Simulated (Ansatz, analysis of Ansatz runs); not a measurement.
**Moving an added hole between Mn sites in NaMnF4 (P2_1/c)**

Question: does an added hole stay on the Mn atom where it is started in NaMnF4 (P2_1/c), and if so, how high is the barrier for a hop to another Mn site nearby? Model: a cell of 48 host atoms.

Calculated with Ansatz 0.2.0; plane-wave PAW DFT, PBEsol+U; relaxation of all atoms of a supercell at fixed charge in a uniform background; PAW set soft_1.

### Step 1. Starting point

The cell holds 48 atoms: 8 Na, 8 Mn and 32 F. Its edges and angles: a = 10.622 Å, b = 8.383 Å, c = 10.622 Å, α = 106.0°, β = 124.9°, γ = 105.4°. It derives from NaMnF4 (space group P2_1/c). Nearest the centre at fractional (0.250, 0.250, 0.000): F41 at 1.78 Å, F33 at 1.78 Å, F45 at 2.29 Å, F37 at 2.29 Å, F29 at 2.38 Å, F21 at 2.38 Å, Mn11 at 2.46 Å, Mn9 at 2.46 Å.

Hubbard terms: Mn d 4.0 eV. They were chosen, not fitted, to curb self-interaction in the shells named, the trial site's among them. The two sites are Mn11 and Mn9. The cell's shortest repeat is 8.4 Å. The host's moments were started antiferromagnetic in the unit cell, high spin; both sites carry the same spin direction.

### Step 2. The cell without the carrier

The neutral cell is relaxed first, from small random displacements, so that bond lengths and moments with the carrier can be set beside those of a relaxed cell without it.

File neutral.relax/input.yaml:

```yaml
crystal:
  lattice:
    - [-7.65226429, 4.91333815, 5.48807623]
    - [3.92236856, -4.91333873, 5.54576813]
    - [7.65226411, 4.91333852, -5.48807681]
  atoms:
    - { symbol: Na, position: [0.25, 0.25, 0.5] }
    - { symbol: Na, position: [0.25, 0.75, 0.0] }
    - { symbol: Na, position: [0.75, 0.25, 0.0] }
    - { symbol: Na, position: [0.75, 0.75, 0.5] }
    - { symbol: Na, position: [0.25, 0.0, 0.75] }
    - { symbol: Na, position: [0.25, 0.5, 0.25] }
    - { symbol: Na, position: [0.75, 0.0, 0.25] }
    - { symbol: Na, position: [0.75, 0.5, 0.75] }
    - { symbol: Mn, position: [0.0, 0.25, 0.75], spin: 4.0 }
    - { symbol: Mn, position: [0.0, 0.75, 0.25], spin: 4.0 }
    - { symbol: Mn, position: [0.5, 0.25, 0.25], spin: 4.0 }
    - { symbol: Mn, position: [0.5, 0.75, 0.75], spin: 4.0 }
    - { symbol: Mn, position: [0.0, 0.0, 0.0], spin: -4.0 }
    - { symbol: Mn, position: [0.0, 0.5, 0.5], spin: -4.0 }
    - { symbol: Mn, position: [0.5, 0.0, 0.5], spin: -4.0 }
    - { symbol: Mn, position: [0.5, 0.5, 0.0], spin: -4.0 }
    - { symbol: F, position: [0.135388, 0.20948, 0.228801] }
    - { symbol: F, position: [0.135388, 0.70948, 0.728801] }
    - { symbol: F, position: [0.635388, 0.20948, 0.728801] }
    - { symbol: F, position: [0.635388, 0.70948, 0.228801] }
    - { symbol: F, position: [0.019322, 0.04052, 0.675908] }
    - { symbol: F, position: [0.019322, 0.54052, 0.175908] }
    - { symbol: F, position: [0.519322, 0.04052, 0.175908] }
    - { symbol: F, position: [0.519322, 0.54052, 0.675908] }
    - { symbol: F, position: [0.364612, 0.29052, 0.771199] }
    - { symbol: F, position: [0.364612, 0.79052, 0.271199] }
    - { symbol: F, position: [0.864612, 0.29052, 0.271199] }
    - { symbol: F, position: [0.864612, 0.79052, 0.771199] }
    - { symbol: F, position: [0.480678, 0.45948, 0.324092] }
    - { symbol: F, position: [0.480678, 0.95948, 0.824092] }
    - { symbol: F, position: [0.980678, 0.45948, 0.824092] }
    - { symbol: F, position: [0.980678, 0.95948, 0.324092] }
    - { symbol: F, position: [0.447004, 0.26645, 0.054179] }
    - { symbol: F, position: [0.447004, 0.76645, 0.554179] }
    - { symbol: F, position: [0.947004, 0.26645, 0.554179] }
    - { symbol: F, position: [0.947004, 0.76645, 0.054179] }
    - { symbol: F, position: [0.287729, 0.483549, 0.930554] }
    - { symbol: F, position: [0.287729, 0.983549, 0.430554] }
    - { symbol: F, position: [0.787729, 0.483549, 0.430554] }
    - { symbol: F, position: [0.787729, 0.983549, 0.930554] }
    - { symbol: F, position: [0.052996, 0.23355, 0.945821] }
    - { symbol: F, position: [0.052996, 0.73355, 0.445821] }
    - { symbol: F, position: [0.552996, 0.23355, 0.445821] }
    - { symbol: F, position: [0.552996, 0.73355, 0.945821] }
    - { symbol: F, position: [0.212271, 0.016451, 0.069446] }
    - { symbol: F, position: [0.212271, 0.516451, 0.569446] }
    - { symbol: F, position: [0.712271, 0.016451, 0.569446] }
    - { symbol: F, position: [0.712271, 0.516451, 0.069446] }
basis:
  ecutwfc: 420
  xc_grid: 2
hamiltonian:
  xc: pbesol
  hubbard:
    sites: [{ species: Mn, l: d, u_eff: 4.0 }]
    projectors: ortho-atomic
  pseudopotentials: { kind: paw, azcp: { folder: soft_1 }, xc_functional: pbe }
kpoints:
  mp_grid: { grid: [1, 1, 1] }
magnetization:
  spin_polarized: true
  initial_magnetization: 0
  spin_locking: { lock_magnetization: hard }
scf:
  occupations: { method: fermi_dirac, width: 0.01 }
  max_iter: 120
  lower_state_search: "off"
output:
  forces: true
relax:
  f_tol: 0.02
  max_steps: 70
  random_displacement: { amplitude: 0.04, seed: 4789 }
checkpoint:
  write: "../neutral.relax.run"
  compress: false
  write_wavefunctions: true
  write_every: 100000
```

Command:

```sh
> ansatz run input.yaml --threads 4 --pin off --max-ram 9420MiB --backend cpu --events-out ev --progress --plain --runs-dir out
```

Numbers of over 12 decimals in the logs are rounded to 6 here.

Output:

```text
[... repeated set-up lines and file paths are left out, and long positions are rounded to six places ...]
Engine: ansatz 0.2.0, x86_64-unknown-linux-gnu
Pseudopotentials: kind: paw
Pseudopotential: Na, paw, valence charge 9, recommended cutoff 420 eV (normal), soft_1/Na.paw.azcp
Pseudopotential: Mn, paw, valence charge 15, recommended cutoff 420 eV (normal), soft_1/Mn.paw.azcp
Pseudopotential: F, paw, valence charge 7, recommended cutoff 420 eV (normal), soft_1/F.paw.azcp
Functional definition: PBEsol
  exchange = pbesol_x
  correlation = pbesol_c
Crystal: 48 atoms, lattice volume = 628.553 Å³
Basis set: ecut = 420 eV, 12265 PW (Γ), exchange–correlation on 144×120×144 points (8 copies of the dense FFT grid, shifted against one another)
Bands: 256, of which v1, the nominal top of the filled ones, is band 208 counted from 1 (207 counted from 0)
Symmetry: 1 space group operations
k-points: 1
Non-local potential: Na, projectors of the file, l = 0: 3, l = 1: 2, l = 2: 1
Non-local potential: Mn, projectors of the file, l = 0: 3, l = 1: 2, l = 2: 3, l = 3: 1
Non-local potential: F, projectors of the file, l = 0: 2, l = 1: 2, l = 2: 1
PAW form: soft (Blöchl's): semilocal exchange-correlation on the pseudo side does not see the compensation charge
PAW frozen core: Na, regenerated for the run's functional, and the local potential with it (the file was generated under x = pbe(κ = 0.804, μ = 0.219515), c = pbe(β = 0.066725))
PAW frozen core: Mn, regenerated for the run's functional, and the local potential with it (the file was generated under x = pbe(κ = 0.804, μ = 0.219515), c = pbe(β = 0.066725))
[...]
[... 3 atoms left out ...]
  atom  33  F     -0.00172001    -0.00042014     0.00069118
  [... 3 atoms left out ...]
  atom  37  F      0.00070396    -0.00039206    -0.00165423
  [... 3 atoms left out ...]
  atom  41  F     -0.00011947    -0.00045366    -0.00133704
  [... 3 atoms left out ...]
  atom  45  F     -0.00201170     0.00018353     0.00078414
[...]
max |Σ_I F_I| component: 1.72e-4 eV/Å
--- Band table (eV) ---
  k-point 0 ↑: bands = ["-78.3190", "-78.3188", "-78.3186", "-78.3175", [... 248 left out ...] "14.1907", "14.3206", "14.4003", "14.5117"]
  k-point 0 ↓: bands = ["-78.3195", "-78.3183", "-78.3181", "-78.3174", [... 248 left out ...] "14.1907", "14.3207", "14.4005", "14.5118"]
Occupation matrices written to <dir>
--- Relaxed structure (4 steps of the walk, 4 accepted, 0 SCFs on fresh bases) ---
  F+E_penalty+E_count = -68392.42041342 eV   max|allowed force component| = 2.217e-3 eV/Å
  atoms:
    - { symbol: Na, position: [0.250574, 0.250401, 0.500465] }
    - { symbol: Na, position: [0.250636, 0.750573, 0.000518] }
[...]
- { symbol: Na, position: [0.250621, 0.000444, 0.750529] }
    - { symbol: Na, position: [0.250749, 0.500501, 0.250687] }
[...]
- { symbol: Mn, position: [0.000687, 0.250542, 0.750582] }
    [... 1 atom left out ...]
    - { symbol: Mn, position: [0.500687, 0.250510, 0.250553] }
[...]
- { symbol: F, position: [0.020128, 0.041014, 0.677031] }
[...]
- { symbol: F, position: [0.481322, 0.460033, 0.324296] }
[...]
- { symbol: F, position: [0.447613, 0.266717, 0.054643] }
    [... 3 atoms left out ...]
    - { symbol: F, position: [0.288623, 0.484375, 0.931434] }
    [... 3 atoms left out ...]
    - { symbol: F, position: [0.053595, 0.234371, 0.946459] }
    [... 3 atoms left out ...]
    - { symbol: F, position: [0.212833, 0.016850, 0.069913] }
    [... 3 atoms left out ...]
[key lines of the parts left out:]
SCF converged after 7 iterations
Magnetization: 0.0000 μB (208.0000 up, 208.0000 down)
Free energy (F): -68392.420413 eV
Fermi energy:    3.453364 (↑ 3.453262, ↓ 3.453466) eV
```

Wall time 26 s (4 threads of Intel Xeon at 2.60GHz (Ice Lake), shared host); peak memory 1.3 GiB.

The largest displacement from an ideal site is 0.006 Å.

### Step 3. The hole on the first site

The nearest neighbour or neighbours of the site start displaced and the site's starting moment is changed by the carrier's spin, since a carrier doesn't trap itself in the undistorted lattice.

File A.relax/input.yaml:

```yaml
crystal:
  lattice:
    - [-7.65226429, 4.91333815, 5.48807623]
    - [3.92236856, -4.91333873, 5.54576813]
    - [7.65226411, 4.91333852, -5.48807681]
  atoms:
    - { symbol: Na, position: [0.250574, 0.250401, 0.500465] }
    - { symbol: Na, position: [0.250636, 0.750573, 0.000518] }
    - { symbol: Na, position: [0.750727, 0.250299, 0.000512] }
    - { symbol: Na, position: [0.750832, 0.75051, 0.500617] }
    - { symbol: Na, position: [0.250621, 0.000444, 0.750529] }
    - { symbol: Na, position: [0.250749, 0.500501, 0.250687] }
    - { symbol: Na, position: [0.750682, 0.000415, 0.250611] }
    - { symbol: Na, position: [0.750626, 0.500483, 0.750626] }
    - { symbol: Mn, position: [0.000687, 0.250542, 0.750582], spin: 4.0 }
    - { symbol: Mn, position: [0.000623, 0.75038, 0.250525], spin: 4.0 }
    - { symbol: Mn, position: [0.500687, 0.25051, 0.250553], spin: 3.0 }
    - { symbol: Mn, position: [0.500592, 0.750397, 0.750515], spin: 4.0 }
    - { symbol: Mn, position: [0.000661, 0.000491, 0.000563], spin: -4.0 }
    - { symbol: Mn, position: [0.00058, 0.500361, 0.500476], spin: -4.0 }
    - { symbol: Mn, position: [0.500649, 0.00047, 0.500534], spin: -4.0 }
    - { symbol: Mn, position: [0.500644, 0.500443, 0.000524], spin: -4.0 }
    - { symbol: F, position: [0.136322, 0.210003, 0.229411] }
    - { symbol: F, position: [0.136352, 0.709932, 0.729351] }
    - { symbol: F, position: [0.636607, 0.209965, 0.729514] }
    - { symbol: F, position: [0.636607, 0.709957, 0.229499] }
    - { symbol: F, position: [0.020128, 0.041014, 0.677031] }
    - { symbol: F, position: [0.02, 0.540866, 0.176793] }
    - { symbol: F, position: [0.518922, 0.052346, 0.180964] }
    - { symbol: F, position: [0.519951, 0.540848, 0.676786] }
    - { symbol: F, position: [0.364669, 0.29095, 0.771554] }
    - { symbol: F, position: [0.364673, 0.79095, 0.271573] }
    - { symbol: F, position: [0.864806, 0.290803, 0.2716] }
    - { symbol: F, position: [0.864969, 0.790962, 0.771716] }
    - { symbol: F, position: [0.482456, 0.448673, 0.320146] }
    - { symbol: F, position: [0.481224, 0.95993, 0.824247] }
    - { symbol: F, position: [0.981267, 0.460077, 0.824127] }
    - { symbol: F, position: [0.98129, 0.959924, 0.324305] }
    - { symbol: F, position: [0.450369, 0.265522, 0.064938] }
    - { symbol: F, position: [0.447634, 0.766649, 0.554663] }
    - { symbol: F, position: [0.947699, 0.266617, 0.554652] }
    - { symbol: F, position: [0.947695, 0.766699, 0.054709] }
    - { symbol: F, position: [0.288623, 0.484375, 0.931434] }
    - { symbol: F, position: [0.288613, 0.984298, 0.431478] }
    - { symbol: F, position: [0.775408, 0.473756, 0.423066] }
    - { symbol: F, position: [0.788483, 0.984114, 0.931213] }
    - { symbol: F, position: [0.053595, 0.234371, 0.946459] }
    - { symbol: F, position: [0.053562, 0.734084, 0.446348] }
    - { symbol: F, position: [0.550945, 0.235471, 0.43614] }
    - { symbol: F, position: [0.553692, 0.734228, 0.946441] }
    - { symbol: F, position: [0.225916, 0.027276, 0.078044] }
    - { symbol: F, position: [0.212705, 0.516629, 0.569734] }
    - { symbol: F, position: [0.712685, 0.016638, 0.569592] }
    - { symbol: F, position: [0.71266, 0.516524, 0.069575] }
total_charge: 1
basis:
  ecutwfc: 420
  xc_grid: 2
hamiltonian:
  xc: pbesol
  hubbard:
    sites: [{ species: Mn, l: d, u_eff: 4.0 }]
    projectors: ortho-atomic
  pseudopotentials: { kind: paw, azcp: { folder: soft_1 }, xc_functional: pbe }
kpoints:
  mp_grid: { grid: [1, 1, 1] }
magnetization:
  spin_polarized: true
  initial_magnetization: -1
  spin_locking: { lock_magnetization: hard }
scf:
  occupations: { method: fermi_dirac, width: 0.01 }
  max_iter: 120
  lower_state_search: "off"
output:
  forces: true
relax:
  f_tol: 0.015
  max_steps: 70
  escape_saddle: false
checkpoint:
  write: "../A.relax.run"
  compress: false
  write_wavefunctions: true
  write_every: 100000
```

Output:

```text
[...]
Crystal: 48 atoms, lattice volume = 628.553 Å³
Basis set: ecut = 420 eV, 12265 PW (Γ), exchange–correlation on 144×120×144 points (8 copies of the dense FFT grid, shifted against one another)
Bands: 256, of which v1, the nominal top of the filled ones, is band 208 counted from 1 (207 counted from 0)
Symmetry: 1 space group operations
[...]
k-points: 1
[...]
Starting moments: Σ|m| = 31 μB on 8 of 48 sites
[...]
SCF iter   1: F=—  HF=-68532.174158 eV  |F-HF|=—  |Δ(HF+E_count)|=         —  Δρ=3.12e-1 (↑3.12e-1 ↓2.97e-1)  dr2=1.97e3  dr2_m=8.81e1  M=-1.000 μB ∫|m|=12.160 μB  β_m=0.30  ethr=3.10e-3  ⟨swp⟩=6.0  Hψ=1697  notcnv=0  defer=42
[...]
SCF iter  20: F=-68394.364141 eV  HF=-68394.364144 eV  |F-HF|=2.61e-6  |Δ(HF+E_count)|=   2.86e-7  Δρ=1.92e-5 (↑1.92e-5 ↓4.21e-6)  dr2=3.84e-6  dr2_m=4.77e-7  M=-1.000 μB ∫|m|=32.268 μB  ethr=1.36e-9  ⟨swp⟩=2.0  Hψ=1154  notcnv=0
SCF 1 converged in 20 iterations: F = -68394.364141 eV  dr2 = 3.84e-6
[...]
relax step   1: F+E_penalty+E_count = -68394.36414119 eV  Δ(F+E_penalty+E_count) = +0.000e0 eV  max|allowed force component| = 1.307e0 eV/Å  Δτ_max = 0.0000 Å  (20 SCF iters, dr2 threshold 5.63e-6 eV, accepted)
[...]
relax step   2: F+E_penalty+E_count = -68394.66169967 eV  Δ(F+E_penalty+E_count) = -2.976e-1 eV  max|allowed force component| = 1.055e0 eV/Å  Δτ_max = 0.0725 Å  (7 SCF iters, dr2 threshold 1.00e-4 eV, accepted)
relax step   3: F+E_penalty+E_count = -68395.00079824 eV  Δ(F+E_penalty+E_count) = -3.391e-1 eV  max|allowed force component| = 2.465e-1 eV/Å  Δτ_max = 0.1979 Å  (8 SCF iters, dr2 threshold 6.95e-5 eV, accepted)
relax step   4: F+E_penalty+E_count = -68395.04250598 eV  Δ(F+E_penalty+E_count) = -4.171e-2 eV  max|allowed force component| = 1.004e-1 eV/Å  Δτ_max = 0.0324 Å  (8 SCF iters, dr2 threshold 3.80e-6 eV, accepted)
relax step   5: F+E_penalty+E_count = -68395.05414516 eV  Δ(F+E_penalty+E_count) = -1.164e-2 eV  max|allowed force component| = 4.995e-2 eV/Å  Δτ_max = 0.0249 Å  (8 SCF iters, dr2 threshold 6.30e-7 eV, accepted)
relax step   6: F+E_penalty+E_count = -68395.05827788 eV  Δ(F+E_penalty+E_count) = -4.133e-3 eV  max|allowed force component| = 2.226e-2 eV/Å  Δτ_max = 0.0203 Å  (8 SCF iters, dr2 threshold 4.14e-7 eV, accepted)
SCF iter   1: F=—  HF=-68395.060157 eV  |F-HF|=—  |Δ(HF+E_count)|=         —  Δρ=5.86e-4 (↑5.86e-4 ↓5.43e-4)  dr2=2.99e-3  dr2_m=1.44e-4  M=-1.000 μB ∫|m|=32.032 μB  β_m=0.30  ethr=7.42e-6  ⟨swp⟩=4.0  Hψ=1114  notcnv=0  defer=83
[...]
SCF iter   8: F=-68395.058985 eV  HF=-68395.058985 eV  |F-HF|=1.75e-8  |Δ(HF+E_count)|=   1.69e-8  Δρ=1.47e-6 (↑1.40e-6 ↓1.47e-6)  dr2=4.56e-8  dr2_m=1.90e-9  M=-1.000 μB ∫|m|=32.032 μB  ethr=2.41e-11  ⟨swp⟩=2.0  Hψ=1562  notcnv=0
SCF 7 converged in 8 iterations: F = -68395.058985 eV  dr2 = 4.56e-8
relax step   7: F+E_penalty+E_count = -68395.05898475 eV  Δ(F+E_penalty+E_count) = -7.069e-4 eV  max|allowed force component| = 1.134e-2 eV/Å  Δτ_max = 0.0085 Å  (8 SCF iters, accepted)
NSCF: frozen V_eff on 1 k-points
[...]
SCF converged after 8 iterations
[...]
Magnetization: -1.0000 μB (207.0000 up, 208.0000 down)
Absolute magnetization: 32.1179 μB (∫|ρ↑−ρ↓|, with the PAW one-centre terms)
[...]
Per-site moments (μB) at R_I (Å): [(0.000127583, 0.930022), (0.000431441, 0.936414), (0.000127601, 0.930027), [... 45 left out ...]
Free energy (F): -68395.058985 eV
[...]
Internal energy: -68395.058985 eV  (E = F + TS)
E sigma→0 (E₀):  -68395.058985 eV
Fermi energy:    2.860289 (↑ 2.860282, ↓ 3.151546) eV
[...]
--- Forces (eV/Å), atoms counted from 1 ---
  atom   1  Na    -0.00003951    -0.00111391     0.00160380
  atom   2  Na    -0.00003124    -0.00337943     0.00287725
  [... 2 atoms left out ...]
  atom   5  Na     0.00282440    -0.00273023    -0.00180263
  atom   6  Na     0.00319144    -0.00353002    -0.00154931
  [... 2 atoms left out ...]
  atom   9  Mn    -0.00001573     0.00000022     0.00001907
  [... 1 atom left out ...]
  atom  11  Mn     0.00003661    -0.00003709    -0.00002692
  [... 9 atoms left out ...]
  atom  21  F     -0.00220584     0.00295909     0.00047908
  [... 7 atoms left out ...]
  atom  29  F      0.00425411    -0.00407981     0.00097405
  [... 3 atoms left out ...]
  atom  33  F     -0.00113322    -0.00104907    -0.00137301
  [... 3 atoms left out ...]
  atom  37  F     -0.00174146     0.00176791    -0.00305879
  [... 3 atoms left out ...]
  atom  41  F      0.00071770     0.00415191    -0.00386471
  [... 3 atoms left out ...]
  atom  45  F     -0.00525459    -0.00422506    -0.00496313
  [... 3 atoms left out ...]
  max |Σ_I F_I| component: 2.79e-6 eV/Å
--- Band table (eV) ---
[...]
Occupation matrices written to <dir>
--- Relaxed structure (7 steps of the walk, 7 accepted, 0 SCFs on fresh bases) ---
  F+E_penalty+E_count = -68395.05898475 eV   max|allowed force component| = 1.134e-2 eV/Å
  atoms:
    - { symbol: Na, position: [0.256331, 0.253753, 0.506016] }
    - { symbol: Na, position: [0.254822, 0.746758, -0.001392] }
    [... 2 atoms left out ...]
    - { symbol: Na, position: [0.239990, -0.008995, 0.734392] }
    - { symbol: Na, position: [0.245315, 0.503977, 0.246479] }
    [... 2 atoms left out ...]
    - { symbol: Mn, position: [0.000647, 0.250452, 0.750540] }
    [... 1 atom left out ...]
    - { symbol: Mn, position: [0.500647, 0.250451, 0.250540] }
    [... 9 atoms left out ...]
    - { symbol: F, position: [0.015330, 0.040661, 0.668923] }
    [... 7 atoms left out ...]
    - { symbol: F, position: [0.472187, 0.450393, 0.313989] }
    [... 3 atoms left out ...]
    - { symbol: F, position: [0.448470, 0.260327, 0.058313] }
    [... 3 atoms left out ...]
    - { symbol: F, position: [0.287941, 0.480520, 0.930967] }
    [... 3 atoms left out ...]
    - { symbol: F, position: [0.056509, 0.227108, 0.947008] }
    [... 3 atoms left out ...]
    - { symbol: F, position: [0.256030, 0.057875, 0.098583] }
    [... 3 atoms left out ...]
```

Wall time 50 s (4 threads); peak memory 1.3 GiB.

Relaxation path:

| step | energy less that of the first step (eV) | largest force component (eV/Å) |
| --- | --- | --- |
| 1 | 0.0000 | 1.3067 |
| 2 | -0.2976 | 1.0547 |
| 3 | -0.6367 | 0.2465 |
| 4 | -0.6784 | 0.1004 |
| 5 | -0.6900 | 0.0499 |
| 6 | -0.6941 | 0.0223 |
| 7 | -0.6948 | 0.0113 |

The atoms that moved most (Å):

```
atom      dx      dy      dz  length
 F39  -0.047  -0.098  -0.223   0.248
 F45   0.047   0.099   0.222   0.248
 F18   0.023  -0.151  -0.132   0.202
 F28  -0.022   0.151   0.132   0.202
 F36   0.031   0.057   0.170   0.182
 F42  -0.030  -0.057  -0.169   0.181
 Na5  -0.079  -0.085  -0.022   0.118
 Na8   0.078   0.085   0.023   0.118
```

The moves above count from the input, in which the site's nearest neighbours were already displaced; the distances below compare with the cell without the carrier.

Distances from Mn11 without and with the hole:

```
atom  without (Å)  with (Å)
 F29         1.83      1.80
 F23         1.83      1.80
 F43         1.88      1.82
 F33         1.88      1.82
 F39         2.21      1.87
 F45         2.21      1.87
```

The largest changes of the moments are -0.74 μB on Mn11, -0.04 μB on F39 and -0.04 μB on F45. The largest part sits on the chosen site.

(Continued in part 2 of 2.)

[Logs are printed without paths, hosts, clocks, repeated set-up lines and the standing remarks that a program may print on its own settings, such as how far it seeks lower states.]

[Hosts, paths, dates, database ids (printed as entryN), source tags and the programs' standing remarks are cut or masked in the printed files.]
